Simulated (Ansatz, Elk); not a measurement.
# Bonding as seen by X-rays: AlCr, part 2 of 2

The structure of AlCr used here is made up (a known structure type with other elements) and was relaxed beforehand with PBE. The aim is the Fourier transform of its all-electron density, F(hkl), set beside the sum over free spherical atoms that refinements use.

Elk 11.2.3 (patched build); all-electron DFT.

So far: Starting point; Ground state and structure factors; The highest occupied states alone.

The structure was built from a prototype and need not be the compound's stable phase.

## (4) Another functional

Level of this step: DFT, LDA (Perdew-Wang), all-electron APW+lo, Dirac cores, scalar-relativistic bands, static density, no spin (Elk).

The difference from free atoms is small, so it is set against the change that LDA (Perdew-Wang) makes.

Contents of elk.in:

```
tasks
  0
  195

xctype
  3

spinpol
  .false.

rgkmax
  7.0

gmaxvr
  14.0

lmaxo
  7

lmaxapw
  8

swidth
  0.002

tshift
  .false.

ramdisk
  .false.

hmaxvr
  5.5

maxscl
  120

epspot
  1e-06

sppath
  './'

avec
  2.52852045667 1.45984196631 8.12202725322
  -2.52852045667 1.45984196631 8.12202725322
  0.00000000000 -2.91968393262 8.12202725322

atoms
  2
  'Cr.in'
  1
  0.0000000000 -0.0000000000 0.0000000000   0.000000 0.000000 0.000000
  'Al.in'
  1
  0.5000000000 0.5000000000 0.5000000000   0.000000 0.000000 0.000000

ngridk
  10 10 10
```

On the command line:

```bash
$ OMP_NUM_THREADS=4 elk
```

Numbers of over 12 decimals in the logs are rounded to 6 here.

The program printed:

```text
┌─────────────────────────┐
│ Elk code version 11.2.3 │
└─────────────────────────┘

All units are atomic (Hartree, Bohr, etc.)

┌─────────────────────────────────────────────────┐
│ Ground-state run starting from atomic densities │
└─────────────────────────────────────────────────┘

Lattice vectors :
   2.528520457       1.459841966       8.122027253
  -2.528520457       1.459841966       8.122027253
   0.000000000      -2.919683933       8.122027253

Reciprocal lattice vectors :
   1.242462819      0.7173362428      0.2578660520
[...]
interstitial                :    2.706208739
 muffin-tins (core leakage)
  species : 1 (Cr)
   atom 1                    :    22.88628877     ( -0.3576940040E-05)
  species : 2 (Al)
   atom 1                    :    11.40750249     (  0.5133317201E-03)
 total in muffin-tins        :    34.29379126
 total calculated charge     :    36.99922089
 total charge                :    37.00000000
 error                       :   0.7791071695E-03

┌──────────────────────────────┐
│ Self-consistent loop stopped │
└──────────────────────────────┘

Warning : core states of species 2 leak from the muffin-tin :   0.5133317201E-03

Wrote STATE.OUT
[key lines of the parts left out:]
total energy                :     -1290.7894893109
```

Wall time 7.5 s (4 threads of Arm Neoverse V2, shared host); peak memory 0.16 GiB; 24 s of CPU time.

Against the first run R = 0.10 %; the largest change is -0.030 at 110.

## (5) Basis size

The basis and the expansions that go with it are enlarged, to see whether the differences are converged.

elk.in, as its differences from that of step 4:

```diff
@@ -5,3 +5,3 @@
 xctype
-  3
+  20
 
@@ -11,12 +11,12 @@
 rgkmax
-  7.0
+  8.5
 
 gmaxvr
-  14.0
+  18.0
 
 lmaxo
-  7
+  9
 
 lmaxapw
-  8
+  10
```

On the command line:

```bash
$ OMP_NUM_THREADS=4 elk
```

The program printed:

```text
┌─────────────────────────┐
│ Elk code version 11.2.3 │
└─────────────────────────┘

All units are atomic (Hartree, Bohr, etc.)

┌─────────────────────────────────────────────────┐
│ Ground-state run starting from atomic densities │
└─────────────────────────────────────────────────┘

Lattice vectors :
   2.528520457       1.459841966       8.122027253
  -2.528520457       1.459841966       8.122027253
   0.000000000      -2.919683933       8.122027253

Reciprocal lattice vectors :
   1.242462819      0.7173362428      0.2578660520
[...]
interstitial                :    2.734332918
 muffin-tins (core leakage)
  species : 1 (Cr)
   atom 1                    :    22.86972746     ( -0.2234885343E-06)
  species : 2 (Al)
   atom 1                    :    11.39593962     (  0.4851184130E-03)
 total in muffin-tins        :    34.26566708
 total calculated charge     :    36.99947570
 total charge                :    37.00000000
 error                       :   0.5242995925E-03

┌──────────────────────────────┐
│ Self-consistent loop stopped │
└──────────────────────────────┘

Warning : core states of species 2 leak from the muffin-tin :   0.4851184130E-03

Wrote STATE.OUT
[key lines of the parts left out:]
total energy                :     -1293.7046213774
```

Wall time 26 s (4 threads); peak memory 0.16 GiB.

Against the first run R = 0.01 %; the largest change is +0.005 at 2 0 11.

## (6) A coarser k-mesh

About half the k-points along each axis test the sampling.

elk.in, as its differences from that of step 5:

```diff
@@ -11,12 +11,12 @@
 rgkmax
-  8.5
+  7.0
 
 gmaxvr
-  18.0
+  14.0
 
 lmaxo
-  9
+  7
 
 lmaxapw
-  10
+  8
 
@@ -58,2 +58,2 @@
 ngridk
-  10 10 10
+  5 5 5
```

On the command line:

```bash
$ OMP_NUM_THREADS=4 elk
```

The program printed:

```text
┌─────────────────────────┐
│ Elk code version 11.2.3 │
└─────────────────────────┘

All units are atomic (Hartree, Bohr, etc.)

┌─────────────────────────────────────────────────┐
│ Ground-state run starting from atomic densities │
└─────────────────────────────────────────────────┘

Lattice vectors :
   2.528520457       1.459841966       8.122027253
  -2.528520457       1.459841966       8.122027253
   0.000000000      -2.919683933       8.122027253

Reciprocal lattice vectors :
   1.242462819      0.7173362428      0.2578660520
[...]
interstitial                :    2.737681306
 muffin-tins (core leakage)
  species : 1 (Cr)
   atom 1                    :    22.86573909     ( -0.2234884384E-06)
  species : 2 (Al)
   atom 1                    :    11.39657960     (  0.4852893525E-03)
 total in muffin-tins        :    34.26231869
 total calculated charge     :    36.99919473
 total charge                :    37.00000000
 error                       :   0.8052729218E-03

┌──────────────────────────────┐
│ Self-consistent loop stopped │
└──────────────────────────────┘

Warning : core states of species 2 leak from the muffin-tin :   0.4852893525E-03

Wrote STATE.OUT
[key lines of the parts left out:]
total energy                :     -1293.7020602003
```

Elapsed: 5.6 s, on 4 threads; peak memory 0.16 GiB.

Against the first run R = 0.03 %; the largest change is -0.009 at 0 0 15.

## (7) Settings against the effect

| run | R against the first run (%) | R against neutral atoms, low angle (%) | wall time |
| --- | --- | --- | --- |
| PBE, rgkmax 7 | 0.00 | 2.10 | 12 s |
| LDA (Perdew-Wang) | 0.10 | 2.10 | 7.5 s |
| rgkmax 8.5 with larger expansions | 0.01 | 2.10 | 26 s |
| k-mesh 5×5×5 | 0.03 | 2.09 | 5.6 s |

## (8) Results

```json
{
 "R against neutral atoms, sin θ/λ < 0.3 Å⁻¹": "2.10 %",
 "R against neutral atoms, 0.3 to 0.82 Å⁻¹": "0.51 %"
}
```

What this shows: Independent neutral atoms miss the calculated amplitudes by R = 2.10 % below 0.3 Å⁻¹ and 0.51 % from there to 0.82 Å⁻¹; by shells, 1.22 % below 0.15 Å⁻¹ (1 form), 2.14 % 0.15 to 0.3 (5 forms), 0.35 % 0.3 to 0.45 (9 forms), 0.55 % above 0.45 (53 forms). Bonding, aspherical density and the tables' own atoms all enter these figures, and the runs don't part them. The largest change of an amplitude is -0.46 electrons, at 006. The window's part falls from 9.0 electrons at the origin to at most 0.64 between 0.45 and 0.82 Å⁻¹. Below 0.3 Å⁻¹ the changes that finished (LDA (Perdew-Wang), rgkmax 8.5 with larger expansions and k-mesh 5×5×5) move F by R = 0.03 % at most, against the 2.10 % that separates it from free atoms. These runs have no spin, though d or f shells may be open. Part of the difference isn't bonding: the tables are fits to free atoms and ions calculated by other methods than this functional. Thermal motion, anomalous dispersion and extinction are left out.

[Logs are printed without paths, hosts, clocks, repeated set-up lines and the standing remarks that a program may print on its own settings, such as how far it seeks lower states.]

[Hosts, paths, dates, database ids (printed as entryN), source tags and the programs' standing remarks are cut or masked in the printed files.]
